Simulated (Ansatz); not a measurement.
BaThO3 (Pm-3m), computed twice by G0W0.

The database entry behind the starting cell is an old determination (1934), so it need not match the best structure at ambient conditions.

```xyz
5
Lattice="4.4800 0.0000 0.0000 0.0000 4.4800 0.0000 0.0000 0.0000 4.4800" Properties=species:S:1:pos:R:3 pbc="T T T"
Ba    0.0000    0.0000    0.0000
Th    2.2400    2.2400    2.2400
O     2.2400    2.2400    0.0000
O     0.0000    2.2400    2.2400
O     2.2400    0.0000    2.2400
```

The cell and positions come from the Crystallography Open Database and are kept as given unless a step says otherwise. Spin-orbit coupling is left out unless a run names it.

The first (Ansatz 0.2.0; start LDA, 6×6×6 mesh, 621 empty bands, screening to 210 eV, hard PAW files; 1 × NVIDIA GB200 (shared by 2 runs) with 16 threads of Arm Neoverse V2, shared host) gave, on its mesh: starting gap 2.86 eV, G0W0 gap 4.35 eV, RPA ε∞ (mean) 4.24, 26 s.

The second changes empty bands from 621 to 2147 and screening cutoff (eV) from 210.0 to 480. What does it give?

It gave: starting gap 2.86 eV, G0W0 gap 4.63 eV, RPA ε∞ (mean) 4.23, 5.3 min. The G0W0 gap moves by +0.27 eV, +0.00 eV from the start and +0.27 eV from the correction. Σc changes by −0.33 eV at the valence top and −0.06 eV at the conduction bottom, and Σx − Vxc between them by +0.00 eV.

Limits: not at the basis limit; f levels unsure; no spin-orbit coupling.

[Paths, hosts, dates, memory and timing lines, banners, echoed tables and standing remarks are left out of the program output.]

[Logs are printed without paths, hosts, clocks, repeated set-up lines and the standing remarks that a program may print on its own settings, such as how far it seeks lower states.]

[Runs of the session that timed out or met a known fault of the program may be left out.]

[Cells called generated may have been cut or substituted from an entry of the Crystallography Open Database or the Materials Project.]

[Hosts, paths, dates, database ids (printed as entryN), source tags and the programs' standing remarks are cut or masked in the printed files.]
